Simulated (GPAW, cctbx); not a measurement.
# ZnIr2: deformation density and structure factors from DFT

Question: by how much does bonding change the X-ray structure factors of ZnIr2, how firmly does DFT give the change, and what does a routine refinement make of it?

The start was made by putting kin elements into a known structure type; the compound need not exist, or be stable, in this form. All numbers below are calculated.

## 1. Relax the structure

The density hangs on the geometry, so cell and atoms are relaxed first, with the symmetry held. The cutoff is set higher than for the density because stress converges slowly with plane waves.

Settings: GPAW 26.7.0, PBE, 570 eV, 5×5×5 k-points, Fermi–Dirac width 0.1 eV, BFGS to 0.03 eV/Å.

```text
cell
1.0
     0.000000000    0.000000000    4.626000000
    -2.985000000    2.985000000    2.313000000
    -2.985000000   -2.985000000    2.313000000
Ir Zn
4 2
Direct
0.152600000 0.194800000 0.500000000
0.652600000 0.500000000 0.194800000
0.847400000 0.805200000 0.500000000
0.347400000 0.500000000 0.805200000
0.750000000 0.000000000 0.000000000
0.250000000 0.000000000 0.000000000
```

```console
$ OMP_NUM_THREADS=1 mpirun -n 4 gpaw python run.py > gpaw.log
```

```text
BFGS:    0      -38.152308        1.200095
BFGS:    1      -38.234270        1.050929
BFGS:    2      -38.415288        0.440982
BFGS:    3      -38.425241        0.339929
...
BFGS:    7      -38.482153        0.242151
BFGS:    8      -38.489603        0.095204
BFGS:    9      -38.490520        0.007066
cell  4.5245 4.9251 4.9251  77.82 62.66 62.66
volume 86.595 A^3, largest force 0.004 eV/A, largest stress 0.08 GPa
```

After 9 steps the volume has changed by +5.0 % and the energy by -0.338 eV; the largest stress left is 0.08 GPa. It took 85 s on 4 cores of AMD EPYC 9R45 (Zen 5) (shared host), peak memory 1.1 GiB.

Relaxed structure: I4/mcm (no. 140), a = 6.1870 Å, b = 6.1870 Å, c = 4.5245 Å, α = 90.00°, β = 90.00°, γ = 90.00°.

```
atom  mult.       x       y    z
 Ir1      8  0.6445  0.8555  1/2
 Zn1      4       0       0  3/4
```

## 2. Density and charge transfer

X-rays see the whole electron density, so the PAW density is rebuilt with its core regions. Subtracting spherical free atoms from the same code cancels the cores and leaves the deformation density Δρ, the part due to bonding.

Settings: PBE, 450 eV, 6×6×6 k-points, Fermi–Dirac width 0.1 eV; primitive cell of 6 atoms.

```console
$ OMP_NUM_THREADS=1 mpirun -n 4 gpaw python run.py > gpaw.log
```

```text
|iter:   1|       0s |  -38.749986 | +0.47 |       |
|iter:   2|       1s |  -38.663657 | -0.32 | -1.46 |
|iter:   3|       1s |  -38.273439 | -1.14 | -1.49 |
...
|iter:  11|       7s |  -38.291299c| -6.47 | -5.40c|
|iter:  12|       7s |  -38.291299c| -6.94 | -5.96c|
|iter:  13|       8s |  -38.291300c| -7.59c| -6.50c|
```

```text
gpts.py:43: UserWarning: Initial realspace grid (24,25,25) inconsistent with symmetries.
gpts.py:43: UserWarning: Initial realspace grid (24,25,25) inconsistent with symmetries.
gpts.py:43: UserWarning: Initial realspace grid (24,25,25) inconsistent with symmetries.
gpts.py:43: UserWarning: Initial realspace grid (24,25,25) inconsistent with symmetries.
gpts.py:70: UserWarning: Using symmetrized grid: (25,25,25).
gpts.py:70: UserWarning: Using symmetrized grid: (25,25,25).
gpts.py:70: UserWarning: Using symmetrized grid: (25,25,25).
gpts.py:70: UserWarning: Using symmetrized grid: (25,25,25).
grid (50, 50, 50)  electrons 368.000  moved by bonding 1.180 e
deformation density beyond 0.5 A of the nuclei: max 0.255, min -0.286 e/A^3
atom        x       y       z   Voronoi charge  moment
Ir1    0.1445  0.2109  0.5000     -0.048       0.00
Ir2    0.6445  0.5000  0.2109     -0.048       0.00
Ir3    0.8555  0.7891  0.5000     -0.048       0.00
Ir4    0.3555  0.5000  0.7891     -0.048       0.00
Zn5    0.7500  0.0000  0.0000      0.095       0.00
Zn6    0.2500  0.0000  0.0000      0.095       0.00
mean inner potential of superposed free atoms 31.913 V
total magnetic moment 0.000 muB
```

Deformation density in a plane through the shortest contact of the Zn atom at the origin, in 0.01 e/Å³ (clipped at ±99); x from -1.6 to 3.9 Å, y from 2.4 down to -2.4 Å:

```text
  1   0   0   1   0  -3   1   .   .   2  -3   0   1   0   0   1
  1   0   0   1   1  -4  -6   .   .  -6  -4   1   1   0   0   1
  1   0   0   1   2   0   0   9   9   0   0   2   1   0   0   1
  1   1   1   1   1   2   3   5   5   3   2   1   1   1   1   1
 -1   2   1  -3  -6  -5  -1   3   3  -1  -5  -6  -3   1   2  -1
 -5   1  -2  -8   .  -7  -6   0   0  -6  -7   .  -8  -2   1  -5
 -7   0  -3 -11   .   .  -9  -1  -1  -9   .   . -11  -3   0  -7
 -5   1  -2  -8   .  -7  -6   0   0  -6  -7   .  -8  -2   1  -5
 -1   2   1  -3  -6  -5  -1   3   3  -1  -5  -6  -3   1   2  -1
  1   1   1   1   1   2   3   5   5   3   2   1   1   1   1   1
  1   0   0   1   2   0   0   9   9   0   0   2   1   0   0   1
  1   0   0   1   1  -4  -6   .   .  -6  -4   1   1   0   0   1
  1   0   0   1   0  -3   2   .   .   1  -3   0   1   0   0   1
```

Atoms in or within 0.15 Å of the plane: Ir (1.1, -2.4), Ir (1.1, 2.4), Zn (0.0, 0.0), Zn (2.3, 0.0) Å. Dots mark points within about 0.45 Å of a nucleus; large values next to them are atomic features.

Ir gains most (-0.05 e) and Zn loses most (+0.10 e), as electronegativity suggests. Along the shortest contact from the Zn atom at the map's origin, Zn–Zn at 2.26 Å, Δρ is +0.01 e/Å³ at the midpoint: little piles up between the atoms, as is usual in a metallic crystal, which this run finds. At the midpoints of other shortest contacts it is +0.11 (Ir–Ir, 2.53 Å) and +0.03 (Ir–Zn, 2.63 Å) e/Å³. Point values carry grid noise of about 0.01 e/Å³. The run needed 13 iterations, 14 s.

## 3. Structure factors

The Fourier components of Δρ, added to those of the free atoms, give the static X-ray structure factors; the Mott–Bethe relation turns them into the Fourier components V of the potential that fast electrons feel.

```text
static structure factors of the conventional cell: F in electrons, V (Mott-Bethe) in volts
   h  k  l      d  |F| table  |F| free   |F| DFT   change   |V| free  |V| DFT  change %
   1  1  0  4.3749   107.789   107.742   108.204    0.462     2.729    2.495     -8.6
   2  0  0  3.0935    29.880    29.893    30.155    0.262     0.038    0.105    172.4
   2  1  1  2.3605   393.230   392.773   392.634   -0.139    11.547   11.567      0.2
   0  0  2  2.2623   414.466   414.256   414.627    0.371    11.071   11.021     -0.5
   2  2  0  2.1874   122.778   122.296   121.462   -0.834     4.319    4.424      2.4
   1  1  2  2.0095   276.217   275.461   274.969   -0.492     8.300    8.353      0.6
   3  1  0  1.9565   363.488   362.607   361.754   -0.852    10.522   10.608      0.8
   2  0  2  1.8261   202.546   201.846   201.199   -0.646     5.992    6.049      1.0
   3  2  1  1.6044   179.069   178.884   178.514   -0.370     4.303    4.329      0.6
   2  2  2  1.5725    53.713    53.216    53.417    0.201     1.988    1.975     -0.7
   4  0  0  1.5468   316.560   316.683   316.728    0.045     6.744    6.741     -0.0
   3  1  2  1.4798   170.632   170.881   170.920    0.039     3.222    3.220     -0.1
   3  3  0  1.4583   289.851   289.985   289.790   -0.195     5.906    5.916      0.2
   4  1  1  1.4243   161.605   161.466   161.296   -0.170     3.627    3.636      0.3
```

The largest X-ray change is -0.85 e on 310, 0.2 % of |F|. For electrons V goes as (Z − F)/g², so a change of F counts against Z − F, which is small at low angle and wherever the atoms' terms cancel: |V| of 110 moves by -8.6 % (2.73 to 2.50 V) against +0.4 % in |F|. The tabulated Hartree–Fock atoms differ from the free DFT atoms by up to 0.88 e, so the choice of reference atom matters too.

## 4. The functional ladder

The same geometry is run with other functionals, to see whether the bonding signal is larger than the spread between approximations. Free atoms are LDA for LDA and PBE otherwise. Any other changed setting is in the row's label.

```
 run  ΔF 310 (e)  ΔF 220 (e)  ΔF 202 (e)  q(Ir) (e)  moved (e)  time
 PBE      -0.852      -0.834      -0.646     -0.048      1.180  14 s
 LDA      -0.868      -0.816      -0.671     -0.047      1.151  14 s
RPBE      -0.822      -0.831      -0.619     -0.051      1.187  15 s
```

At the base's settings ΔF(310) spans -0.868 to -0.822 e, a spread of 5 % of the PBE value; over the three listed reflections the spread is at most 8 %, so sign and size hold across the functionals. Times are from shared hosts.

## 5. Refining ordinary atoms against data with bonding

Routine crystallography fits spherical atoms. To see the bias, intensities are simulated from tabulated atoms plus the DFT change ΔF, so that bonding alone can misfit (5398 reflections of the full sphere, merged to the counts below, to 0.4 Å, 0.5 % proportional noise plus counting noise, assumed isotropic U as listed, Δρ smeared by the mean U) and refined with cctbx over different ranges.

```csv
range,data,R1,GooF,U Ir1 (true 0.0021),U Zn1 (true 0.0031),largest shift (Å),"Δρ max, min (e/Å³)"
all data,408,0.0024,0.97,0.0021,0.0031,0.0000,"0.53, -0.66"
"low resolution, d > 0.84",51,0.0017,1.06,0.0020,0.0030,0.0001,"0.15, -0.26"
"high order, d < 0.75",337,0.0026,0.94,0.0021,0.0031,0.0000,"0.49, -0.49"
"occupancies free, d > 0.7",85,0.0018,1.06,0.0021,0.0031,0.0001,"0.20, -0.27"
```

With all data GooF is 0.97, so at this noise the bonding hardly shows; the top residual peak, near noise level, lies 0.77 Å from Ir and 1.99 Å from Zn. No U is off by more than 3 s.u. at low resolution. With Ir1 held at 1 and the scale free, the other occupancies refine to Zn1 1.001(0.002), within three s.u. of full.

## 6. Answer

Bonding moves 1.18 e in the primitive cell of ZnIr2 and changes the structure factors of the conventional cell in the table above by at most 0.85 e (310, 0.2 %), and among reflections above 2 % of the strongest by up to 0.9 % (200). The shortest bond, Zn–Zn, has Δρ = +0.01 e/Å³ at its midpoint, with no localised bond charge. At the base's settings ΔF(310) spans -0.868 to -0.822 e, a spread of 5 % of the PBE value; over the three listed reflections the spread is at most 8 %, so sign and size hold across the functionals. With all data GooF is 0.97, so at this noise the bonding hardly shows. Limits: static density, frozen cores, no spin–orbit coupling.

[Outputs are excerpts: Python notices, other lines and further rows are left out; steps that failed or that the build refused (PBEsol, TPSS) are not shown.]

[Logs are printed without paths, hosts, clocks, repeated set-up lines and the standing remarks that a program may print on its own settings, such as how far it seeks lower states.]
